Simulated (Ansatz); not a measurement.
## How BaTiO3 absorbs and reflects light: ground state and bands

Ansatz 0.2.0; DFT, PBE, plane-wave PAW, default files, scalar-relativistic, ground state.

The self-consistent density comes first; it also tells whether there is a gap, which decides the occupations and the need for a Drude term.

The database entry behind the starting cell differs from later determinations by our own check (c/a about 0.6 % short), so it need not match the best structure at ambient conditions.

input.yaml reads:

```yaml
crystal:
  lattice:
    - [3.9998, 0.0, 0.0]
    - [0.0, 3.9998, 0.0]
    - [0.0, 0.0, 4.018]
  atoms:
    - { symbol: Ba, position: [0.0, 0.0, 0.0] }
    - { symbol: Ti, position: [0.5, 0.5, 0.49] }
    - { symbol: O, position: [0.0, 0.5, 0.517] }
    - { symbol: O, position: [0.5, 0.0, 0.517] }
    - { symbol: O, position: [0.5, 0.5, 0.019] }
kpoints:
  mp_grid: { grid: [6, 6, 6] }
  band_path:
    path:
      - [[0.0, 0.0, 0.0], [0.0, 0.5, 0.0], [0.5, 0.5, 0.0], [0.0, 0.0, 0.0], [0.0, 0.0, 0.5], [0.0, 0.5, 0.5], [0.5, 0.5, 0.5], [0.0, 0.0, 0.5]]
      - [[0.0, 0.5, 0.0], [0.0, 0.5, 0.5]]
      - [[0.5, 0.5, 0.0], [0.5, 0.5, 0.5]]
    npoints: 6
scf:
  occupations: { method: fermi_dirac, width: 0.05 }
  n_extra_bands: 9
hamiltonian:
  xc: pbe
  pseudopotentials: { kind: paw }
output:
  forces: true
  stress: true
  populations: true
  write_bands: true
  write_density: true
  write_potential: true
  elf: true
  volumetric_format: npy
```

Started as:

```sh
$ ansatz run input.yaml --threads 4 --pin off --max-ram 8192MiB --backend cpu --events-out ev --progress --plain --runs-dir out
```

Q: Predict the electronic bands.

The 40 valence electrons fill 20 bands exactly, which allows a gap.

Valence density in the ac plane at fractional y = 0.500, with atoms of Ti and O within 0.2 Å of it. It is the smooth field of the valence electrons, not physical close to the nuclei.

Electrostatic potential energy in the ac plane at fractional y = 0.500, with atoms of Ti and O within 0.2 Å of it. With pseudopotentials it is smooth inside the atoms' cores, unlike the true potential.

Numbers from this step:

* volume: 64.28 Å³
* gap on the path: 1.836 eV
* least direct gap on the path: 2.088 eV

Electronic bands along the path, in eV, zero at the Fermi level; v1 is the highest filled band, c1 the lowest empty one:

```
    point     v4     v3     v2     v1    c1    c2    c3    c4
        Γ  -2.09  -1.21  -1.19  -1.19  0.90  1.11  1.11  3.09
  halfway  -2.46  -2.14  -1.57  -1.47  1.16  1.83  1.85  3.16
        X  -2.75  -2.64  -1.84  -1.74  1.22  2.59  2.63  3.15
  halfway  -2.41  -2.36  -1.98  -1.41  1.89  2.63  2.74  3.73
        M  -2.67  -1.87  -1.87  -0.99  2.65  2.65  3.05  3.81
  halfway  -2.63  -2.02  -1.81  -1.40  1.77  1.96  2.19  3.68
        Γ  -2.09  -1.21  -1.19  -1.19  0.90  1.11  1.11  3.09
  halfway  -2.49  -2.18  -1.41  -1.41  0.96  1.94  1.94  3.09
        Z  -2.83  -2.83  -1.60  -1.60  1.02  2.65  2.65  3.09
  halfway  -2.31  -2.19  -2.01  -1.49  1.89  2.66  2.73  3.75
        R  -2.63  -1.80  -1.79  -1.07  2.62  2.67  3.04  3.93
  halfway  -3.37  -1.49  -1.45  -1.04  2.92  2.92  3.15  5.29
        A  -3.29  -1.02  -1.02  -0.94  3.27  3.27  3.27  5.70
  halfway  -3.06  -1.81  -1.57  -1.50  2.38  2.81  2.85  4.99
        Z  -2.83  -2.83  -1.60  -1.60  1.02  2.65  2.65  3.09
jump to X  -2.75  -2.64  -1.84  -1.74  1.22  2.59  2.63  3.15
  halfway  -2.29  -2.29  -2.07  -1.48  1.99  2.61  2.75  3.77
        R  -2.63  -1.80  -1.79  -1.07  2.62  2.67  3.04  3.93
jump to M  -2.67  -1.87  -1.87  -0.99  2.65  2.65  3.05  3.81
  halfway  -3.40  -1.53  -1.53  -0.96  2.93  2.93  3.15  5.17
        A  -3.29  -1.02  -1.02  -0.94  3.27  3.27  3.27  5.70
```

Ten even steps from '_' (0.04 × 1e0 e/Å³) to '@' (9.74 × 1e0 e/Å³), each cell a mean:
```
__________..==++--..________
____________..::..__________
____________________________
____________________________
::..________::::..______..::
++==..____::++##++..____::==
##++::__..==%%@@%%--____::**
++--..__..==%%@@##::____::==
....______..==++--..______..
____________......__________
______________..____________
__________..::::..__________
__________::==**==..________
__________::**##++..________
```

Values in eV, 14 rows by 14 columns, each cell a mean:
```
 14  14  15  15  13  -7 -25 -31 -22   1  14  15  14  14
 14  14  15  15  14   8  -5 -11  -2  11  14  15  15  14
 15  15  15  14  13  11   9   9  10  12  13  14  15  15
 13  14  14  13  10   6   1   0   2   7  11  13  14  14
-15  -6   9  10   3 -10 -18 -20 -16  -5   6  11   5  -9
-33 -25  -3   7  -4 -20 -26 -27 -25 -16   0   7 -11 -28
-37 -32  -9   5  -9 -25 -28 -29 -28 -21  -4   4 -18 -34
-32 -25  -2   6  -8 -24 -28 -29 -28 -20  -3   6 -10 -28
 -8   0  11   9  -1 -16 -23 -25 -22 -12   3  10   9  -3
 12  13  14  11   6  -3 -11 -14 -10   0   8  12  14  13
 15  15  15  14  12   8   4   2   5  10  12  14  15  15
 14  15  15  14  13   5 -10 -15  -7   9  14  15  15  15
 14  14  14  15  12 -12 -30 -35 -27  -2  14  15  14  14
 14  14  14  15  10 -17 -34 -37 -31  -7  13  15  14  14
```

[Logs are printed without paths, hosts, clocks, repeated set-up lines and the standing remarks that a program may print on its own settings, such as how far it seeks lower states.]

[Hosts, paths, dates, database ids (printed as entryN), source tags and the programs' standing remarks are cut or masked in the printed files.]
